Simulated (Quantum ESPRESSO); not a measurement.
# The valence band of WC as photoemission sees it, part 7 of 15

Wanted: projected DOS of WC, weighted into photoemission and X-ray emission spectra, at several levels of theory.

Quantum ESPRESSO 7.5; DFT, PBE, plane waves, ultrasoft GBRV pseudopotentials, scalar-relativistic (the session's first sound run).

So far. Step 5 (The base run: bands): Of the bands kept, 2 cross the Fermi level on this path. Step 6 (With spin–orbit coupling: self-consistent run): The run ends at a pressure of 5.96 GPa.

## (8) Projected DOS and spectra

Level of this step: DFT, PBE, plane waves, norm-conserving PseudoDojo pseudopotentials, with spin-orbit coupling (Quantum ESPRESSO).

projwfc.x splits the states by atom and shell, which the spectra need, since each shell has its own cross section.

projwfc.in reads:

```
&projwfc
  prefix = 'pes'
  outdir = './tmp'
  filpdos = 'pes'
  ngauss = 0
  degauss = 0.00588
  DeltaE = 0.05
  Emin = -9.43
  Emax = 32.57
/
```

Command:

```console
$ OMP_NUM_THREADS=1 mpirun -n 4 projwfc.x -nk 4 -in projwfc.in > projwfc.out
```

Log:

```text
[banner, memory and clock lines left out]
Program PROJWFC v.7.5 starts

          URL

     ./tmp/pes.save/

     IMPORTANT: XC functional enforced from input :
     Exchange-correlation= PBE
                           (   1   4   3   4   0   0   0)
     Any further DFT definition will be discarded
     Please, verify this is what you really want

     G-vector sticks info

     Gaussian broadening (read from input): ngauss,degauss=   0    0.005880

     Calling projwave ....

  Problem Sizes
  natomwfc =           28
  nbnd     =           34
  nkstot   =          671
  npwx     =         1782
  nkb      =           76

     Atomic states used for projection
     (read from pseudopotential files):

     state #   1: atom   1 (W  ), wfc  1 (l=0 j=0.5 m_j=-0.5)
     state #   2: atom   1 (W  ), wfc  1 (l=0 j=0.5 m_j= 0.5)
     state #   3: atom   1 (W  ), wfc  2 (l=1 j=1.5 m_j=-1.5)
     state #   4: atom   1 (W  ), wfc  2 (l=1 j=1.5 m_j=-0.5)
     state #   5: atom   1 (W  ), wfc  2 (l=1 j=1.5 m_j= 0.5)
     state #   6: atom   1 (W  ), wfc  2 (l=1 j=1.5 m_j= 1.5)
     state #   7: atom   1 (W  ), wfc  3 (l=1 j=0.5 m_j=-0.5)
     state #   8: atom   1 (W  ), wfc  3 (l=1 j=0.5 m_j= 0.5)
     state #   9: atom   1 (W  ), wfc  4 (l=2 j=2.5 m_j=-2.5)
     state #  10: atom   1 (W  ), wfc  4 (l=2 j=2.5 m_j=-1.5)
     state #  11: atom   1 (W  ), wfc  4 (l=2 j=2.5 m_j=-0.5)
     state #  12: atom   1 (W  ), wfc  4 (l=2 j=2.5 m_j= 0.5)
     state #  13: atom   1 (W  ), wfc  4 (l=2 j=2.5 m_j= 1.5)
     state #  14: atom   1 (W  ), wfc  4 (l=2 j=2.5 m_j= 2.5)
     state #  15: atom   1 (W  ), wfc  5 (l=2 j=1.5 m_j=-1.5)
     state #  16: atom   1 (W  ), wfc  5 (l=2 j=1.5 m_j=-0.5)
     state #  17: atom   1 (W  ), wfc  5 (l=2 j=1.5 m_j= 0.5)
     state #  18: atom   1 (W  ), wfc  5 (l=2 j=1.5 m_j= 1.5)
     state #  19: atom   1 (W  ), wfc  6 (l=0 j=0.5 m_j=-0.5)
     state #  20: atom   1 (W  ), wfc  6 (l=0 j=0.5 m_j= 0.5)
     state #  21: atom   2 (C  ), wfc  1 (l=0 j=0.5 m_j=-0.5)
     state #  22: atom   2 (C  ), wfc  1 (l=0 j=0.5 m_j= 0.5)
     state #  23: atom   2 (C  ), wfc  2 (l=1 j=1.5 m_j=-1.5)
     state #  24: atom   2 (C  ), wfc  2 (l=1 j=1.5 m_j=-0.5)
     state #  25: atom   2 (C  ), wfc  2 (l=1 j=1.5 m_j= 0.5)
     state #  26: atom   2 (C  ), wfc  2 (l=1 j=1.5 m_j= 1.5)
     state #  27: atom   2 (C  ), wfc  3 (l=1 j=0.5 m_j=-0.5)
     state #  28: atom   2 (C  ), wfc  3 (l=1 j=0.5 m_j= 0.5)

 k =   0.0000000000  0.0000000000  0.0000000000
==== e(   1) =   -53.23454 eV ====
     psi = 0.472*[#   1]+0.472*[#   2]+0.024*[#  19]+0.024*[#  20]+0.004*[#  21]
          +0.004*[#  22]
    |psi|^2 = 1.000
==== e(   2) =   -53.23454 eV ====
     psi = 0.472*[#   1]+0.472*[#   2]+0.024*[#  19]+0.024*[#  20]+0.004*[#  21]
          +0.004*[#  22]
    |psi|^2 = 1.000
==== e(   3) =   -24.45779 eV ====
     psi = 0.497*[#   7]+0.497*[#   8]+0.003*[#  27]+0.003*[#  28]
    |psi|^2 = 1.000
==== e(   4) =   -24.45779 eV ====
     psi = 0.497*[#   7]+0.497*[#   8]+0.003*[#  27]+0.003*[#  28]
    |psi|^2 = 1.000
==== e(   5) =   -14.60053 eV ====
     psi = 0.492*[#   4]+0.492*[#   5]+0.007*[#  24]+0.007*[#  25]
    |psi|^2 = 1.000
==== e(   6) =   -14.60053 eV ====
     psi = 0.492*[#   4]+0.492*[#   5]+0.007*[#  24]+0.007*[#  25]
    |psi|^2 = 1.000
==== e(   7) =   -14.51309 eV ====
     psi = 0.497*[#   3]+0.497*[#   6]+0.003*[#  23]+0.003*[#  26]
    |psi|^2 = 1.000
==== e(   8) =   -14.51309 eV ====
     psi = 0.497*[#   3]+0.497*[#   6]+0.003*[#  23]+0.003*[#  26]
    |psi|^2 = 1.000
==== e(   9) =     6.10104 eV ====
     psi = 0.299*[#  19]+0.299*[#  20]+0.172*[#  21]+0.172*[#  22]+0.025*[#   1]
          +0.025*[#   2]+0.001*[#  11]+0.001*[#  12]
    |psi|^2 = 0.997
==== e(  10) =     6.10104 eV ====
     psi = 0.299*[#  19]+0.299*[#  20]+0.172*[#  21]+0.172*[#  22]+0.025*[#   1]
          +0.025*[#   2]+0.001*[#  11]+0.001*[#  12]
    |psi|^2 = 0.997
==== e(  11) =    16.23677 eV ====
     psi = 0.272*[#  11]+0.272*[#  12]+0.215*[#  16]+0.215*[#  17]+0.008*[#  19]
          +0.008*[#  20]+0.003*[#  21]+0.003*[#  22]
    |psi|^2 = 0.997
==== e(  12) =    16.23677 eV ====
     psi = 0.272*[#  11]+0.272*[#  12]+0.215*[#  16]+0.215*[#  17]+0.008*[#  19]
          +0.008*[#  20]+0.003*[#  21]+0.003*[#  22]
    |psi|^2 = 0.997
==== e(  13) =    17.05497 eV ====
     psi = 0.276*[#  15]+0.276*[#  18]+0.168*[#  23]+0.168*[#  26]+0.055*[#  10]
          +0.055*[#  13]
    |psi|^2 = 0.999
==== e(  14) =    17.05497 eV ====
     psi = 0.276*[#  15]+0.276*[#  18]+0.168*[#  23]+0.168*[#  26]+0.055*[#  10]
          +0.055*[#  13]
    |psi|^2 = 0.999
==== e(  15) =    17.36057 eV ====
     psi = 0.312*[#   9]+0.312*[#  14]+0.132*[#  27]+0.132*[#  28]+0.056*[#  24]
          +0.056*[#  25]
    |psi|^2 = 0.999
==== e(  16) =    17.36057 eV ====
     psi = 0.312*[#   9]+0.312*[#  14]+0.132*[#  27]+0.132*[#  28]+0.056*[#  24]
          +0.056*[#  25]
    |psi|^2 = 0.999
[...]
psi = 0.315*[#  24]+0.315*[#  25]+0.164*[#  27]+0.164*[#  28]+0.007*[#   4]
          +0.007*[#   5]+0.002*[#   7]+0.002*[#   8]
[...]
psi = 0.315*[#  24]+0.315*[#  25]+0.164*[#  27]+0.164*[#  28]+0.007*[#   4]
          +0.007*[#   5]+0.002*[#   7]+0.002*[#   8]
[...]
psi = 0.280*[#  16]+0.280*[#  17]+0.218*[#  11]+0.218*[#  12]
[...]
psi = 0.280*[#  16]+0.280*[#  17]+0.218*[#  11]+0.218*[#  12]
[...]
psi = 0.375*[#  10]+0.375*[#  13]+0.116*[#  15]+0.116*[#  18]+0.007*[#  23]
          +0.007*[#  26]
[...]
psi = 0.375*[#  10]+0.375*[#  13]+0.116*[#  15]+0.116*[#  18]+0.007*[#  23]
          +0.007*[#  26]
[...]
psi = 0.312*[#  23]+0.312*[#  26]+0.104*[#  15]+0.104*[#  18]+0.068*[#  10]
          +0.068*[#  13]+0.002*[#   3]+0.002*[#   6]
[...]
psi = 0.312*[#  23]+0.312*[#  26]+0.104*[#  15]+0.104*[#  18]+0.068*[#  10]
          +0.068*[#  13]+0.002*[#   3]+0.002*[#   6]
[...]
+0.111*[#  25]
[...]
+0.111*[#  25]
[...]
+0.005*[#  12]+0.002*[#   1]+0.002*[#   2]+0.001*[#  16]+0.001*[#  17]

[...]
+0.005*[#  12]+0.002*[#   1]+0.002*[#   2]+0.001*[#  16]+0.001*[#  17]

[...]
+0.003*[#  12]+0.001*[#  16]+0.001*[#  17]
[...]
+0.003*[#  12]+0.001*[#  16]+0.001*[#  17]
[...]
+0.002*[#  25]
[...]
+0.002*[#  25]
[...]
psi = 0.008*[#  23]+0.008*[#  26]+0.003*[#  15]+0.003*[#  18]
[...]
psi = 0.001*[#  15]+0.001*[#  18]
[...]
psi = 0.002*[#  10]+0.002*[#  13]
[...]
k =   0.0000000000  0.0000000000  0.2049284355
[...]
+0.001*[#  11]+0.001*[#  12]
[...]
+0.001*[#  11]+0.001*[#  12]
[...]
+0.005*[#  27]+0.005*[#  28]+0.001*[#   7]+0.001*[#   8]
[...]
+0.005*[#  27]+0.005*[#  28]+0.001*[#   7]+0.001*[#   8]
[...]
+0.013*[#   9]+0.013*[#  14]+0.002*[#   1]+0.002*[#   2]
[...]
+0.013*[#   9]+0.013*[#  14]+0.002*[#   1]+0.002*[#   2]
[...]
+0.003*[#  21]+0.003*[#  22]
[...]
+0.003*[#  21]+0.003*[#  22]
[...]
psi = 0.003*[#  10]+0.003*[#  13]
[...]
psi = 0.002*[#  10]+0.002*[#  13]
[...]
k =   0.0000000000  0.0000000000  0.2561605443
[...]
+0.002*[#  11]+0.002*[#  12]
[...]
+0.002*[#  11]+0.002*[#  12]
[...]
+0.008*[#  27]+0.008*[#  28]+0.002*[#   7]+0.002*[#   8]
[...]
+0.008*[#  27]+0.008*[#  28]+0.002*[#   7]+0.002*[#   8]
[...]
k =   0.0000000000  0.0000000000  0.3073926532
[...]
+0.003*[#  21]+0.003*[#  22]+0.002*[#  16]+0.002*[#  17]
[...]
+0.003*[#  21]+0.003*[#  22]+0.002*[#  16]+0.002*[#  17]
[...]
psi = 0.499*[#   3]+0.499*[#   6]
[...]
psi = 0.499*[#   3]+0.499*[#   6]
[...]
+0.006*[#   9]+0.006*[#  14]+0.002*[#  19]+0.002*[#  20]
[...]
+0.006*[#   9]+0.006*[#  14]+0.002*[#  19]+0.002*[#  20]
[...]
k =   0.0000000000  0.0000000000  0.3586247620
[...]
psi = 0.499*[#   3]+0.499*[#   6]
[...]
psi = 0.499*[#   3]+0.499*[#   6]
[...]
k =   0.0000000000  0.0000000000  0.4098568709
[...]
psi = 0.500*[#   3]+0.500*[#   6]
[...]
psi = 0.500*[#   3]+0.500*[#   6]
[...]
k =   0.0000000000  0.0000000000  0.4610889798
[...]
psi = 0.500*[#   3]+0.500*[#   6]
[...]
psi = 0.500*[#   3]+0.500*[#   6]
[...]
k =   0.0000000000  0.0000000000 -0.5123210886
[...]
psi = 0.500*[#   3]+0.500*[#   6]
[...]
psi = 0.500*[#   3]+0.500*[#   6]
[...]
psi = 0.498*[#   9]+0.498*[#  14]
[...]
psi = 0.498*[#   9]+0.498*[#  14]
[...]
psi = 0.005*[#  21]+0.005*[#  22]
[...]
psi = 0.005*[#  21]+0.005*[#  22]
[...]
k =   0.0000000000  0.0481125224  0.0000000000
[...]
k =   0.0000000000  0.0481125224  0.0512321089
[...]
k =   0.0000000000  0.0481125224  0.1024642177
[...]
psi = 0.496*[#   7]+0.496*[#   8]+0.002*[#  27]+0.002*[#  28]
[...]
psi = 0.496*[#   7]+0.496*[#   8]+0.002*[#  27]+0.002*[#  28]
[...]
psi = 0.496*[#   3]+0.496*[#   6]+0.002*[#  23]+0.002*[#  26]
[...]
psi = 0.496*[#   3]+0.496*[#   6]+0.002*[#  23]+0.002*[#  26]
[...]
[... cut ...]
4]+0.225*[#  25]+0.176*[#   9]+0.176*[#  14]+0.054*[#  27]
[...]
k =   0.2916666667  0.5532940080  0.4610889798
[...]
psi = 0.481*[#   1]+0.481*[#   2]+0.018*[#  19]+0.018*[#  20]
[...]
psi = 0.481*[#   1]+0.481*[#   2]+0.018*[#  19]+0.018*[#  20]
[...]
+0.002*[#  14]
[...]
+0.003*[#  14]
[...]
+0.002*[#  23]+0.002*[#  26]
[...]
+0.001*[#   9]+0.001*[#  14]
[...]
+0.002*[#  16]+0.002*[#  17]
[...]
+0.003*[#   9]+0.003*[#  14]+0.001*[#  19]+0.001*[#  20]
[...]
+0.001*[#  21]+0.001*[#  22]+0.001*[#  10]+0.001*[#  13]
[...]
+0.001*[#  21]+0.001*[#  22]
[...]
+0.004*[#  24]+0.004*[#  25]+0.003*[#  27]+0.003*[#  28]
[...]
+0.003*[#  23]+0.003*[#  26]
[...]
+0.001*[#   9]+0.001*[#  14]
[...]
+0.002*[#  12]+0.002*[#  21]+0.002*[#  22]
[...]
+0.002*[#  25]+0.001*[#  27]+0.001*[#  28]
[...]
+0.003*[#  14]
[...]
+0.005*[#  12]+0.001*[#  21]+0.001*[#  22]
[...]
+0.002*[#  28]+0.001*[#  10]+0.001*[#  13]
[...]
+0.004*[#  12]
[...]
+0.002*[#  25]+0.002*[#  15]+0.002*[#  18]
[...]
+0.001*[#  28]
[...]
k =   0.2916666667  0.5532940080 -0.5123210886
[...]
psi = 0.481*[#   1]+0.481*[#   2]+0.019*[#  19]+0.019*[#  20]
[...]
psi = 0.481*[#   1]+0.481*[#   2]+0.019*[#  19]+0.019*[#  20]
[...]
+0.002*[#  14]
[...]
+0.003*[#  14]
[...]
+0.019*[#   6]+0.002*[#   9]+0.002*[#  14]
[...]
+0.002*[#  27]+0.002*[#  28]
[...]
+0.001*[#  23]+0.001*[#  26]
[...]
+0.004*[#  18]+0.001*[#  10]+0.001*[#  13]
[...]
+0.091*[#  12]+0.004*[#  10]+0.004*[#  13]
[...]
|psi|^2 = 0.998
==== e(  11) =    13.36335 eV ====
     psi = 0.209*[#  23]+0.209*[#  26]+0.175*[#  16]+0.175*[#  17]+0.110*[#  11]
          +0.110*[#  12]+0.002*[#  10]+0.002*[#  13]+0.002*[#  21]+0.002*[#  22]

    |psi|^2 = 0.999
==== e(  12) =    13.45549 eV ====
     psi = 0.216*[#  10]+0.216*[#  13]+0.131*[#  27]+0.131*[#  28]+0.080*[#  24]
          +0.080*[#  25]+0.067*[#  15]+0.067*[#  18]+0.002*[#  21]+0.002*[#  22]
          +0.002*[#  16]+0.002*[#  17]+0.001*[#  11]+0.001*[#  12]
    |psi|^2 = 0.999
==== e(  13) =    14.83403 eV ====
     psi = 0.230*[#  24]+0.230*[#  25]+0.190*[#   9]+0.190*[#  14]+0.056*[#  27]
          +0.056*[#  28]+0.010*[#   7]+0.010*[#   8]+0.005*[#   4]+0.005*[#   5]
          +0.003*[#  15]+0.003*[#  18]+0.001*[#  19]+0.001*[#  20]
    |psi|^2 = 0.996
==== e(  14) =    15.28802 eV ====
     psi = 0.163*[#  24]+0.163*[#  25]+0.159*[#  15]+0.159*[#  18]+0.100*[#  27]
          +0.100*[#  28]+0.050*[#  10]+0.050*[#  13]+0.022*[#   3]+0.022*[#   6]
          +0.004*[#   9]+0.004*[#  14]+0.001*[#  19]+0.001*[#  20]
    |psi|^2 = 0.998
==== e(  15) =    18.66555 eV ====
     psi = 0.405*[#  23]+0.405*[#  26]+0.053*[#   9]+0.053*[#  14]+0.009*[#   4]
          +0.009*[#   5]+0.006*[#   7]+0.006*[#   8]+0.002*[#  16]+0.002*[#  17]
          +0.002*[#  21]+0.002*[#  22]+0.001*[#  24]+0.001*[#  25]
    |psi|^2 = 0.959
==== e(  16) =    18.89956 eV ====
     psi = 0.334*[#  27]+0.334*[#  28]+0.123*[#  24]+0.123*[#  25]+0.016*[#   4]
          +0.016*[#   5]+0.004*[#   9]+0.004*[#  14]+0.003*[#  10]+0.003*[#  13]
          +0.003*[#   7]+0.003*[#   8]+0.002*[#  21]+0.002*[#  22]
    |psi|^2 = 0.974
==== e(  17) =    19.82797 eV ====
     psi = 0.379*[#  15]+0.379*[#  18]+0.084*[#  10]+0.084*[#  13]+0.006*[#   3]
          +0.006*[#   6]+0.005*[#  27]+0.005*[#  28]+0.004*[#  19]+0.004*[#  20]
          +0.003*[#  11]+0.003*[#  12]+0.002*[#  24]+0.002*[#  25]+0.002*[#  16]
          +0.002*[#  17]
    |psi|^2 = 0.968
==== e(  18) =    20.02093 eV ====
     psi = 0.399*[#   9]+0.399*[#  14]+0.057*[#  23]+0.057*[#  26]+0.007*[#   4]
          +0.00
```

It took 5.7 s on 4 MPI ranks of Intel Xeon at 2.60GHz (Ice Lake), shared host; 25 s of CPU time.

This step gave:

| Quantity | Value |
| --- | --- |
| share of occupied states in no projected shell | 0.0081 of the occupied states in the window |
| DOS at the Fermi level | 0.2896 states/eV/cell |

The DOS has structure finer than the step of the table below, so its rows give means over 1 eV, whole bins alone (the curve runs from -16.1 to 12.0 eV). Peaks (eV: height): total -11.2: 2.8, -6.6: 1.85, -2.7: 1.82, 3.9: 1.69; W 5d -11.1: 0.991, -2.7: 0.883, -1.4: 1.15, 4.3: 1.17; C 2p -6.6: 0.845, -2.7: 0.855, 3.9: 0.408, 6.5: 0.429; C 2s -11.2: 1.55, 6.0: 0.251; W 6s -11.2: 0.140, -6.6: 0.136, 11.1: 0.599.

* holds the states left over by the projection beside any projected weight of its own. Table of DOS by E, zero at the Fermi level; means over each step; values in states/eV/cell:

```csv
E (eV),total,W 5d,C 2p,C 2s,W 6s,W 6p*
-15,4.4e-4,2.1e-6,1.1e-6,1.5e-4,2.8e-4,5.4e-7
-14,0.0782,0.00110,0.00182,0.0293,0.0449,8.5e-4
-13,0.189,0.00931,0.00973,0.0814,0.0836,0.00425
-12,0.394,0.0540,0.0238,0.202,0.103,0.0116
-11,1.30,0.426,0.0314,0.746,0.0680,0.0295
-10,0.0370,0.00995,3.7e-4,0.0245,7.6e-4,0.00147
-9,0.00183,4.6e-4,8.5e-4,4.9e-6,5.2e-4,6.7e-6
-8,0.0466,0.0121,0.0213,0.00273,0.00979,7.0e-4
-7,0.824,0.332,0.383,0.0287,0.0687,0.0118
-6,0.974,0.440,0.437,0.0295,0.0507,0.0167
-5,0.771,0.360,0.356,0.0200,0.0212,0.0132
-4,1.35,0.677,0.591,0.0254,0.0311,0.0231
-3,1.70,0.833,0.789,0.0212,0.0262,0.0338
-2,0.925,0.543,0.331,0.00893,0.0215,0.0199
-1,1.20,0.831,0.285,0.0163,0.0305,0.0401
0,0.310,0.220,0.0694,0.00354,0.00517,0.0122
1,0.334,0.304,0.0190,0.00317,0.00322,0.00438
2,0.698,0.594,0.0702,0.0128,0.00733,0.0135
3,0.816,0.587,0.161,0.0350,0.0119,0.0222
4,1.50,1.02,0.321,0.0881,0.0291,0.0448
5,1.29,0.870,0.275,0.0901,0.0193,0.0404
6,1.45,0.751,0.403,0.214,0.0228,0.0555
7,0.951,0.444,0.346,0.0733,0.0410,0.0461
8,0.629,0.259,0.267,0.0351,0.0361,0.0322
9,0.421,0.127,0.164,0.0318,0.0681,0.0300
10,0.502,0.0411,0.0805,0.0478,0.229,0.104
11,0.899,0.0542,0.121,0.0396,0.418,0.266
```

This run's widths, added to any smearing of the DOS itself: Gaussian 0.45 eV, Lorentzian 0.2 eV. The intensity by binding energy, zero at the Fermi level; values in % of the maximum within 13 eV:

```csv
binding energy (eV),21.2 eV,40.8 eV,1486.7 eV,2150 eV,5414.7 eV
-1,1.62,1.65,1.71,1.71,1.71
0,15.2,15.5,16.8,16.8,16.7
1,76.9,78.6,87.9,87.9,87.8
2,56.0,56.6,56.3,56.3,56.2
3,99.9,99.9,88.0,87.8,87.6
4,79.8,80.1,72.3,72.1,72.1
5,47.3,47.5,41.4,41.3,41.4
6,53.6,54.0,47.4,47.3,47.9
7,42.6,42.8,36.1,36.0,37.1
8,4.20,4.35,3.68,3.67,3.91
9,1.31,1.61,1.54,1.49,1.50
10,2.48,3.84,4.09,3.80,3.61
11,37.8,66.8,74.2,69.0,65.3
12,-,13.8,15.1,14.0,15.2
13,-,4.67,5.65,5.33,6.92
14,-,1.66,2.32,2.24,3.22
15,-,0.380,0.422,0.405,0.459
16,-,0.240,0.251,0.241,0.254
```

Spectra as before, but with a recipe of its own (widths, and in some runs the light), which changes peak heights and what is resolved: Gaussian 0.45 eV, Lorentzian 0.2 eV plus 0 times the binding energy, unpolarised light, analyser at 90°, Fermi edge at 20 K; some photon energies differ too.

Side by side:

```
                               quantity  this run  base run  difference
DOS at the Fermi level (states/eV/cell)    0.2896    0.2737      0.0159
```

(Part 7 of 15 ends here.)

[Logs are printed without paths, hosts, clocks, repeated set-up lines and the standing remarks that a program may print on its own settings, such as how far it seeks lower states.]

[Hosts, paths, dates, database ids (printed as entryN), source tags and the programs' standing remarks are cut or masked in the printed files.]

[Maps of the electrostatic potential energy from Ansatz leave out the sawtooth potential of an applied field or a dipole correction, so their vacuum need not be flat; work functions include it.]

[Peak lists hold at most the 14 tallest peaks of each spectrum; further lines can be left out.]
